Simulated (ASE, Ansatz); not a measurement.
# Localised basis functions on C(111) slab, H on the bottom face (80 atoms)

Aim: test how closely localised support functions follow the reference on C(111) slab, H on the bottom face (80 atoms), and at what cost. A setting counts as converged where the r.m.s. difference of forces stays under 1 % of the r.m.s. force.

Calculated with Ansatz 0.2.0; Kohn-Sham DFT, PBE+D3(BJ), PAW (set soft_2), plane waves.

## Step 1: The starting structure

The cell holds 80 atoms: 64 C and 16 H. Cell: a = 10.089 Å, b = 10.089 Å, c = 13.664 Å, α = 90.0°, β = 90.0°, γ = 120.0°. It derives from C (diamond-structure). Diamond-structure C (a = 3.567 Å), (111) slab of 4 atomic planes, 4 x 4 surface cells, H on the broken bonds of the bottom face, 10 Å of vacuum; displaced by a Gaussian of 0.02 Å. Regions: slab, 64 atoms (64 C); hydrogen, 16 atoms (16 H). Vacuum lies along c.

Limits known from the start: Beside vacuum, support functions can miss their usual error bounds without a warning. The main run has no spin polarisation, so any moments at edges, vacancies or dangling bonds can't form in it.

## Step 2: Plane-wave single point

This run is the reference for what follows, at a cutoff of 420 eV.

input.yaml

```yaml
crystal:
  lattice:
    - [10.089, 0.0, 0.0]
    - [-5.0445, 8.73733, 0.0]
    - [0.0, 0.0, 13.66426]
  atoms:
    - { symbol: C, position: [0.33637, 0.91712, 0.48357] }
    - { symbol: C, position: [0.25108, 0.00238, 0.44247] }
    - { symbol: C, position: [0.1632, 0.83218, 0.63608] }
    - { symbol: C, position: [0.3326, 0.91378, 0.59663] }
    - { symbol: C, position: [0.33818, 0.67236, 0.48337] }
    - { symbol: C, position: [0.25147, 0.74767, 0.4433] }
    - { symbol: C, position: [0.16486, 0.58204, 0.63655] }
    - { symbol: C, position: [0.33788, 0.67413, 0.59788] }
    - { symbol: C, position: [0.58537, 0.91856, 0.48417] }
    - { symbol: C, position: [0.5019, 0.0014, 0.44707] }
    - { symbol: C, position: [0.4156, 0.83272, 0.63348] }
    - { symbol: C, position: [0.57863, 0.91616, 0.59322] }
    - { symbol: C, position: [0.33761, 0.4198, 0.47978] }
    - { symbol: C, position: [0.25247, 0.50142, 0.44737] }
    - { symbol: C, position: [0.16573, 0.33213, 0.6339] }
    - { symbol: C, position: [0.33232, 0.4181, 0.59518] }
    - { symbol: C, position: [0.58218, 0.66184, 0.4851] }
    - { symbol: C, position: [0.50301, 0.75234, 0.44525] }
    - { symbol: C, position: [0.4161, 0.58264, 0.63639] }
    - { symbol: C, position: [0.58299, 0.66862, 0.59563] }
    - { symbol: C, position: [0.83351, 0.91658, 0.48294] }
    - { symbol: C, position: [0.75229, 0.99833, 0.44408] }
    - { symbol: C, position: [0.67102, 0.83569, 0.6349] }
    - { symbol: C, position: [0.83679, 0.91617, 0.59595] }
    - { symbol: C, position: [0.33196, 0.16148, 0.48236] }
    - { symbol: C, position: [0.24891, 0.25044, 0.44455] }
    - { symbol: C, position: [0.16743, 0.08226, 0.63521] }
    - { symbol: C, position: [0.33259, 0.16617, 0.59741] }
    - { symbol: C, position: [0.58225, 0.41498, 0.48034] }
    - { symbol: C, position: [0.50015, 0.50028, 0.44627] }
    - { symbol: C, position: [0.41227, 0.33213, 0.63486] }
    - { symbol: C, position: [0.58417, 0.41919, 0.59508] }
    - { symbol: C, position: [0.83545, 0.66569, 0.48476] }
    - { symbol: C, position: [0.75112, 0.75388, 0.44526] }
    - { symbol: C, position: [0.6714, 0.58616, 0.63142] }
    - { symbol: C, position: [0.82984, 0.66744, 0.59708] }
    - { symbol: C, position: [0.08777, 0.9188, 0.48383] }
    - { symbol: C, position: [0.00088, 0.99867, 0.4494] }
    - { symbol: C, position: [0.91348, 0.83278, 0.63635] }
    - { symbol: C, position: [0.08189, 0.9169, 0.59548] }
    - { symbol: C, position: [0.58504, 0.16885, 0.48166] }
    - { symbol: C, position: [0.50269, 0.25046, 0.44786] }
    - { symbol: C, position: [0.41741, 0.08172, 0.63246] }
    - { symbol: C, position: [0.58731, 0.1688, 0.59737] }
    - { symbol: C, position: [0.83568, 0.41617, 0.48561] }
    - { symbol: C, position: [0.75263, 0.50377, 0.4474] }
    - { symbol: C, position: [0.66161, 0.33241, 0.63298] }
    - { symbol: C, position: [0.83035, 0.41362, 0.59493] }
    - { symbol: C, position: [0.08333, 0.66784, 0.48398] }
    - { symbol: C, position: [0.00117, 0.74992, 0.44767] }
    - { symbol: C, position: [0.91776, 0.58342, 0.63395] }
    - { symbol: C, position: [0.08387, 0.6636, 0.59574] }
    - { symbol: C, position: [0.83456, 0.16487, 0.48339] }
    - { symbol: C, position: [0.75049, 0.24947, 0.44433] }
    - { symbol: C, position: [0.66249, 0.08151, 0.63539] }
    - { symbol: C, position: [0.82972, 0.16477, 0.59338] }
    - { symbol: C, position: [0.08397, 0.41886, 0.48342] }
    - { symbol: C, position: [0.99931, 0.5004, 0.44632] }
    - { symbol: C, position: [0.91797, 0.32956, 0.63419] }
    - { symbol: C, position: [0.08349, 0.41391, 0.59516] }
    - { symbol: C, position: [0.08679, 0.1705, 0.4817] }
    - { symbol: C, position: [0.00298, 0.25263, 0.44447] }
    - { symbol: C, position: [0.92101, 0.08586, 0.63399] }
    - { symbol: C, position: [0.08341, 0.168, 0.59869] }
    - { symbol: H, position: [0.24914, 0.00263, 0.36675] }
    - { symbol: H, position: [0.24612, 0.74743, 0.366] }
    - { symbol: H, position: [0.50209, 0.00064, 0.36481] }
    - { symbol: H, position: [0.25076, 0.50218, 0.36612] }
    - { symbol: H, position: [0.49666, 0.74412, 0.36488] }
    - { symbol: H, position: [0.74561, 0.99759, 0.36798] }
    - { symbol: H, position: [0.25364, 0.25443, 0.36487] }
    - { symbol: H, position: [0.49862, 0.49998, 0.36638] }
    - { symbol: H, position: [0.74929, 0.74926, 0.36336] }
    - { symbol: H, position: [0.99952, 0.00221, 0.36715] }
    - { symbol: H, position: [0.50003, 0.25206, 0.36731] }
    - { symbol: H, position: [0.74783, 0.49803, 0.36529] }
    - { symbol: H, position: [0.99639, 0.74903, 0.36516] }
    - { symbol: H, position: [0.74855, 0.25138, 0.36686] }
    - { symbol: H, position: [0.00342, 0.50247, 0.36537] }
    - { symbol: H, position: [0.9997, 0.25063, 0.3641] }
kpoints:
  mp_grid: { grid: [2, 2, 1] }
hamiltonian:
  xc: pbe
  dispersion: d3bj
scf:
  occupations: { method: fermi_dirac, width: 0.05 }
output:
  forces: true
  populations: intrinsic
  dos:
    method: { smearing: { sigma: 0.08 } }
    de: 0.1
    projected:
      site_lists:
        C: [C]
        H: [H]
        slab: [0, 1, 2, 3, 4, 5, 6, 7, 8, 9, 10, 11, 12, 13, 14, 15, 16, 17, 18, 19, 20, 21, 22, 23, 24, 25, 26, 27, 28, 29, 30, 31, 32, 33, 34, 35, 36, 37, 38, 39, 40, 41, 42, 43, 44, 45, 46, 47, 48, 49, 50, 51, 52, 53, 54, 55, 56, 57, 58, 59, 60, 61, 62, 63]
        hydrogen: [64, 65, 66, 67, 68, 69, 70, 71, 72, 73, 74, 75, 76, 77, 78, 79]
  eigenvalues: true
  write_density: true
  write_potential: true
  volumetric_format: npy
```

On the command line:

```bash
$ ansatz run input.yaml --threads 8 --pin off --max-ram 15872MiB --backend cpu --events-out ev --progress --plain --runs-dir out
```

Numbers of over 12 decimals in the logs are rounded to 6 here.

Output:

```text
Engine: ansatz 0.2.0, aarch64-unknown-linux-gnu
Pseudopotentials: kind: paw
Pseudopotential: C, paw, valence charge 4, recommended cutoff 420 eV (normal), C.paw.azcp
Pseudopotential: H, paw, valence charge 1, recommended cutoff 420 eV (normal), H.paw.azcp
Functional definition: PBE
  parameter kappa = 0.804
  parameter beta = 0.066725
  exchange = pbe_x(kappa = kappa, mu = beta*pi^2/3)
  correlation = pbe_c(beta = beta)
Crystal: 80 atoms, lattice volume = 1204.517 Å³
Basis set: ecut = 420 eV, 23589 PW (Γ), exchange–correlation on 144×144×192 points (8 copies of the dense FFT grid, shifted against one another)
Bands: 216, of which v1, the nominal top of the filled ones, is band 136 counted from 1 (135 counted from 0)
Symmetry: 1 space group operations
Space group: P1 (ITA 1), of the structure as read, at distance tolerance 1.1e-4 Å
k-points: 4
Non-local potential: C, projectors of the file, l = 0: 2, l = 1: 2, l = 2: 1
Non-local potential: H, projectors of the file, l = 0: 2, l = 1: 1
PAW form: soft (Blöchl's): semilocal exchange-correlation on the pseudo side does not see the compensation charge
PAW one-centre angular grid: C, 110 points (default); XC on 64 Gauss nodes
PAW one-centre angular grid: H, 110 points (default); XC on 64 Gauss nodes
Initial density: superposition of atomic densities (neutral atoms: chi_scale 0, normalization atom), corrected by the library's trained network
Initial wavefunctions: pseudopotential atomic-orbital guess
Functional: x = pbe(κ = 0.804, μ = 0.219515), c = pbe(β = 0.066725)
SCF iter   1: F=—  HF=-16279.722437 eV  |F-HF|=—  |Δ(HF+E_count)|=         —  Δρ=1.88e-2  dr2=1.42e1  ethr=1.77e-3  ⟨swp⟩=7.2  Hψ=4575  notcnv=0  defer=246
preconditioner: auto → LDOS  [metal: Δε(μ)=0.032 eV  Ē_g=15.028 eV  σ=0.050 eV  W_gap=0.16  n_scr=206 (ndim 8)  ℏωp=17.6 eV  f_vac=0.532  D(μ)=51.84/eV (n_scr^D=450)  β→1.0]
SCF iter   2: F=—  HF=-16278.381662 eV  |F-HF|=—  |Δ(HF+E_count)|=    1.34e0  Δρ=1.14e-2  dr2=4.79e0  ethr=1.77e-3  ⟨swp⟩=4.0  Hψ=1373  notcnv=0  defer=268
SCF iter   3: F=—  HF=-16278.130460 eV  |F-HF|=—  |Δ(HF+E_count)|=   2.51e-1  Δρ=7.30e-3  dr2=2.39e0  ethr=1.76e-3  ⟨swp⟩=2.0  Hψ=616  notcnv=0  defer=268
SCF iter   4: F=—  HF=-16277.923873 eV  |F-HF|=—  |Δ(HF+E_count)|=   2.07e-1  Δρ=4.28e-3  dr2=6.74e-1  ethr=8.80e-4  ⟨swp⟩=2.0  Hψ=679  notcnv=0  defer=268
SCF iter   5: F=—  HF=-16277.886934 eV  |F-HF|=—  |Δ(HF+E_count)|=   3.69e-2  Δρ=2.41e-3  dr2=2.12e-1  ethr=2.48e-4  ⟨swp⟩=3.0  Hψ=1036  notcnv=0  defer=268
SCF iter   6: F=—  HF=-16277.866482 eV  |F-HF|=—  |Δ(HF+E_count)|=   2.05e-2  Δρ=1.67e-3  dr2=8.31e-2  ethr=7.79e-5  ⟨swp⟩=2.0  Hψ=680  notcnv=0  defer=268
SCF iter   7: F=—  HF=-16277.859546 eV  |F-HF|=—  |Δ(HF+E_count)|=   6.94e-3  Δρ=8.49e-4  dr2=2.09e-2  ethr=3.06e-5  ⟨swp⟩=2.2  Hψ=681  notcnv=0  defer=268
SCF iter   8: F=—  HF=-16277.858736 eV  |F-HF|=—  |Δ(HF+E_count)|=   8.10e-4  Δρ=6.59e-4  dr2=8.89e-3  ethr=7.69e-6  ⟨swp⟩=2.0  Hψ=910  notcnv=0  defer=268
SCF iter   9: F=—  HF=-16277.858595 eV  |F-HF|=—  |Δ(HF+E_count)|=   1.41e-4  Δρ=3.28e-4  dr2=2.25e-3  ethr=3.27e-6  ⟨swp⟩=2.0  Hψ=607  notcnv=0  defer=268
SCF iter  10: F=—  HF=-16277.858627 eV  |F-HF|=—  |Δ(HF+E_count)|=   3.17e-5  Δρ=1.49e-4  dr2=4.17e-4  ethr=8.27e-7  ⟨swp⟩=2.0  Hψ=813  notcnv=0  defer=268
SCF iter  11: F=—  HF=-16277.858655 eV  |F-HF|=—  |Δ(HF+E_count)|=   2.79e-5  Δρ=7.02e-5  dr2=9.99e-5  ethr=1.53e-7  ⟨swp⟩=2.2  Hψ=1087  notcnv=0  defer=268
SCF iter  12: F=—  HF=-16277.858683 eV  |F-HF|=—  |Δ(HF+E_count)|=   2.82e-5  Δρ=3.63e-5  dr2=2.87e-5  ethr=3.67e-8  ⟨swp⟩=1.2  Hψ=865  notcnv=0  defer=268
SCF iter  13: F=—  HF=-16277.858680 eV  |F-HF|=—  |Δ(HF+E_count)|=   2.67e-6  Δρ=2.11e-5  dr2=9.14e-6  ethr=1.06e-8  ⟨swp⟩=1.8  Hψ=709  notcnv=0  defer=268
SCF iter  14: F=—  HF=-16277.858679 eV  |F-HF|=—  |Δ(HF+E_count)|=   1.63e-6  Δρ=8.68e-6  dr2=1.68e-6  ethr=3.36e-9  ⟨swp⟩=3.2  Hψ=1171  notcnv=0  defer=268
SCF iter  15: F=—  HF=-16277.858679 eV  |F-HF|=—  |Δ(HF+E_count)|=   1.90e-7  Δρ=4.18e-6  dr2=4.54e-7  ethr=6.17e-10  ⟨swp⟩=3.2  Hψ=1067  notcnv=0  defer=268
SCF iter  16: F=—  HF=-16277.858679 eV  |F-HF|=—  |Δ(HF+E_count)|=   3.43e-7  Δρ=2.30e-6  dr2=1.42e-7  ethr=1.67e-10  ⟨swp⟩=3.2  Hψ=1049  notcnv=0  defer=268
SCF iter  17: F=-16277.858679 eV  HF=-16277.858679 eV  |F-HF|=2.12e-8  |Δ(HF+E_count)|=   4.34e-8  Δρ=1.01e-6  dr2=2.88e-8  ethr=3.68e-11  ⟨swp⟩=37.2  Hψ=10887  notcnv=0
SCF 1 converged in 17 iterations: F = -16277.858679 eV  dr2 = 2.88e-8
  greatest PAW one-centre occupation: 0.664 electrons in one spin orbital (limit 2), on the C atom at site 10 (counted from 0), in its partial waves of l = 0
WARN: The output density's exchange-correlation potential varies sharply where the density is thin. Do not read a vacuum level from v_tot or v_xc, or from such a field of the output density. On a cell that repeats whose density bears no net charge and no dipole along the vacuum's axis use v_es (v_loc + v_h of the components); [...]
SCF converged after 17 iterations
Free energy (F): -16277.858679 eV
Harris-Foulkes:  -16277.858679 eV  (|F-HF|=2.12e-8)
Internal energy: -16277.135327 eV  (E = F + TS)
E sigma→0 (E₀):  -16277.497003 eV
Entropy (-TS):   -0.723352 eV (-9.042 meV/atom)
Fermi energy:    1.317253 eV
--- Per-component energies (eV) ---
  E_band       = -1973.649927
  E_kinetic    = 6027.282780
  E_local      = -86181.691630  (includes V_loc(G=0)·N_el)
  E_nonlocal   = 1741.358512
  E_hartree    = 40434.790067
  E_xc         = -3223.427959
  E_vxc        = -4003.118620  (∫ρ·V_xc dr)
  E_paw        = -6351.051144  (= ΣΔE_a)
  E_vpaw       = -427.023855  (= ΣTr[D̂ρ^β])
  E_aug_tail   = -0.021213  (compensation charges beyond the density's cutoff)
  E_ewald      = 31284.612508
  E_disp       = -8.987249  (pairwise vdW)
  E_smearing   = -0.723352  (= −TS)
  E_closure    = 0.000000  (closes the sum)
  Σ components = -16277.858679   (vs F -16277.858679, Δ=0.00e0)
--- Forces (eV/Å), atoms counted from 1 ---
  atom   1  C     -0.80694888    -0.35556426    -2.44138854
  atom   2  C      0.80402487    -1.16272004     4.37146883
  atom   3  C      0.66067867    -0.04342839    -3.91020536
  atom   4  C     -0.69541385     0.84209995     4.48696806
  atom   5  C     -0.07522389    -1.38144616    -1.43709220
  atom   6  C     -0.77691171     1.14412402     3.39121778
  atom   7  C      0.75142208     0.02849973    -4.05422537
  atom   8  C     -0.37905479    -2.37169783     4.55388769
  atom   9  C      0.39541975    -0.50257348    -2.57650595
  atom  10  C      0.05002350    -0.06905399     0.01758812
  atom  11  C      0.26497470     0.81259475    -4.21207174
  atom  12  C      1.39339117     0.47165910     5.37075679
  atom  13  C     -1.31457913    -1.08739567     0.31244704
  atom  14  C     -0.28042082     0.61080587     0.23631487
[...]
atom  79  H     -0.21602620    -0.10718074     0.03212357
  atom  80  H      0.06320498     0.06286206    -0.17467813
  max |Σ_I F_I| component: 2.59e-4 eV/Å
--- Band table (eV) ---
  k-point 0: bands = ["-19.2805", "-17.8693", "-17.8385", "-17.7878", [... 200 levels ...], "9.6756", "9.7975", "10.0928", "10.1477", "10.1833", "10.2705", "10.2723", "10.3150", "10.3300", "10.3396", "10.3865", "10.4326"]
[...]
--- intrinsic populations: 80 sites ---
  site symbol       q [e]
     0      C      3.9592
     1      C      4.1826
     2      C      4.0303
[...]
79      H      0.8432
  spilling = 0.000000 (of n_electrons = 272.000000)
```

Run time: 26 s. Hardware: 8 threads of Arm Neoverse V2, shared host; peak memory 4.9 GiB; 3.4 min of CPU time.

Reading the cycles: dr2 is the Hartree energy of the density residual (eV), the measure of convergence; HF is the Harris–Foulkes estimate of the energy, which meets the free energy F at convergence.

The program notes that the exchange-correlation potential is rough where the density is thin.

Numbers from this run:

```
free energy                             : -16277.8587 eV
free energy per atom                    : -203.4732 eV/atom
SCF cycles                              : 17
r.m.s. force component                  : 1.867 eV/Å
longest force                           : 5.952 eV/Å
Fermi energy                            : 1.317 eV
levels partly filled by over 2 per cent : 61
```

Neighbours are counted within 1.85 Å (C-C), 1.34 Å (C-H).

Length of the force by element and coordination:

```tsv
element	coordination	atoms	mean length of the force (eV/Å)	spread	least	most
C	all	64	3.24	1.51	0.0871	5.95
C	3	16	4.15	0.171	3.84	4.47
C	4	48	2.94	1.63	0.0871	5.95
H	all	16	0.801	0.718	0.115	2.50
```

Intrinsic-atomic-orbital charges by element and coordination:

```tsv
element	coordination	atoms	mean charge (e)	spread	least	most
C	all	64	-0.0391	0.0757	-0.183	0.0559
C	3	16	-0.0115	0.0236	-0.044	0.0322
C	4	48	-0.0482	0.0843	-0.183	0.0559
H	all	16	0.156	0.0115	0.139	0.182
```

By region:

```tsv
region	atoms	mean length of the force (eV/Å)	net charge (e)
slab	64	3.24	-2.5
hydrogen	16	0.801	2.5
```

Density of states as counts of states in windows of 1 eV (from the Fermi level), total and the larger projections:

```tsv
from (eV)	to (eV)	total	slab	C p	C s	H s	hydrogen
-14	-13	12.5	11.8	5.4	6.4	0.7	0.7
-13	-12	3.6	3.5	2.5	1.0	0.0	0.0
-12	-11	17.4	16.6	10.8	5.8	0.7	0.7
-11	-10	18.0	16.5	11.2	5.2	1.3	1.3
-10	-9	8.4	7.8	5.4	2.4	0.5	0.5
-9	-8	10.3	9.6	8.6	1.1	0.5	0.5
-8	-7	27.7	25.6	22.6	3.0	1.9	1.9
-7	-6	14.6	14.0	13.2	0.8	0.6	0.6
-6	-5	34.5	31.1	28.9	2.2	3.2	3.2
-5	-4	25.4	23.4	22.3	1.1	1.9	1.9
-4	-3	15.6	15.4	14.7	0.7	0.1	0.1
-3	-2	11.6	11.5	11.2	0.3	0.0	0.0
-2	-1	3.0	3.0	2.9	0.1	0.0	0.0
-1	0	13.1	12.6	11.2	1.4	0.3	0.3
0	1	20.9	20.0	17.6	2.4	0.6	0.6
1	2	0.0	0.0	0.0	0.0	0.0	0.0
2	3	2.3	0.5	0.4	0.1	0.5	0.5
3	4	7.2	1.9	1.2	0.7	1.8	1.8
4	5	9.6	2.0	1.2	0.7	1.8	1.8
```

The curve was stored every 0.10 eV, coarse against its broadening of 0.08 eV, so these counts are rough.

Between -21 and -14 eV lie 51 more states.

The levels nearest the highest filled one (over half full), pooled over k-points and spins:

```tsv
level less the highest filled one (eV)	occupation
-0.015	1.18
-0.0103	1.13
-0.0044	1.07
-0.0032	1.06
-0.003	1.06
0	1.03
0.011	0.918
0.0161	0.866
0.0179	0.849
0.0183	0.845
0.0276	0.756
0.0476	0.579
```

Planar average of the electrostatic potential energy along the normal, with the Fermi level as zero, after a running mean with a triangular window 4 Å wide at its base:

```tsv
height (Å)	potential energy (eV)
0.0	4.41
0.4	4.26
0.7	4.15
1.1	4.00
1.6	3.84
2.0	3.68
2.3	3.57
2.7	3.35
3.1	2.99
3.4	2.65
3.8	1.90
4.3	0.47
4.7	-1.78
5.0	-3.52
5.4	-6.05
5.8	-8.39
6.1	-9.70
6.5	-10.95
7.0	-11.29
7.4	-11.17
7.7	-10.95
8.1	-10.17
8.5	-8.48
8.8	-6.84
9.3	-3.94
9.7	-0.94
10.1	1.80
10.4	3.24
10.8	4.57
11.2	5.03
11.5	5.07
12.0	4.99
12.4	4.86
12.8	4.71
13.1	4.61
13.5	4.46
```

Valence density in the ca plane at fractional y = 0.001, with atoms of C and H within 0.2 Å of it. It is the smooth field of the valence electrons, not physical close to the nuclei.

Ten even steps from '0' (0.0 e/Å³) to '9' (1.9 e/Å³), each cell a mean:
```
000000000000015668841001110000000000000
000000000000001124531123321000000000000
000000000000000012332236642000000000000
000000000000000113432124531000000000000
000000000000002357631011110000000000000
000000000000028999841000000000000000000
000000000000015778741001100000000000000
000000000000001124531112321000000000000
000000000000000012332236652000000000000
000000000000000113432135542000000000000
000000000000012347741112210000000000000
000000000000037889841000000000000000000
000000000000024578841001110000000000000
000000000000001124531123321000000000000
000000000000000012332236752000000000000
000000000000000013432124541000000000000
000000000000012356631011110000000000000
000000000000028999741000000000000000000
000000000000025788741001110000000000000
000000000000001235531123321000000000000
000000000000000012332236752000000000000
000000000000000013432134541000000000000
000000000000002346741111210000000000000
000000000000027889851000000000000000000
```
Columns run along c (13.7 Å), rows up along a (10.1 Å). Atoms in or near the plane, at fractional coordinates: C at (0.44, 0.25), C at (0.45, 0.50), C at (0.44, 0.75), C at (0.45, 0.00), H at (0.37, 0.25), H at (0.36, 0.50), H at (0.37, 0.75), H at (0.37, 0.00).

Electrostatic potential energy in the ca plane at fractional y = 0.001, with atoms of C and H within 0.2 Å of it. With pseudopotentials it is smooth inside the atoms' cores, unlike the true potential.

Ten even steps from '0' (-35 eV) to '9' (7 eV), each cell a mean:
```
999999999999863420048888899999999999999
999999999999988875678887788999999999999
999999999999999987667876668999999999999
999999999999999887677877778999999999999
999999999999987741368888889999999999999
999999999999851100048899999999999999999
999999999999862410158888899999999999999
999999999999988876678887789999999999999
999999999999999987667876568999999999999
999999999999999887667876678999999999999
999999999999986741268888889999999999999
999999999999840200048888999999999999999
999999999999863520058888899999999999999
999999999999988875578887778999999999999
999999999999999987667876568999999999999
999999999999999887777876678999999999999
999999999999987742378888889999999999999
999999999999850100058888999999999999999
999999999999863310158888899999999999999
999999999999988865578887778999999999999
999999999999999987667876568999999999999
999999999999999887677876678999999999999
999999999999987752268888889999999999999
999999999999850210037888999999999999999
```
Columns run along c (13.7 Å; values clipped at the 3rd and 97th percentile), rows up along a (10.1 Å). Atoms in or near the plane, at fractional coordinates: C at (0.44, 0.25), C at (0.45, 0.50), C at (0.44, 0.75), C at (0.45, 0.00), H at (0.37, 0.25), H at (0.36, 0.50), H at (0.37, 0.75), H at (0.37, 0.00).

Mean intrinsic-atomic-orbital charges: C -0.04, H +0.16 e. Charges this small depend on the projection, at times even in sign. By these charges the region 'hydrogen' has given 2.5 e to 'slab'; where the regions aren't neutral units, this includes their ionic charge. Within 0.4 eV of the Fermi level the largest share is C p (85 % of the projected weight). The potential slopes across the vacuum by 0.36 eV/Å: the slab bears a dipole, and with periodic images along the normal there is no flat vacuum level to read.

(Continued in part 2 of 2.)

[Logs are printed without paths, hosts, clocks, repeated set-up lines and the standing remarks that a program may print on its own settings, such as how far it seeks lower states.]

[Hosts, paths, dates, database ids (printed as entryN), source tags and the programs' standing remarks are cut or masked in the printed files.]
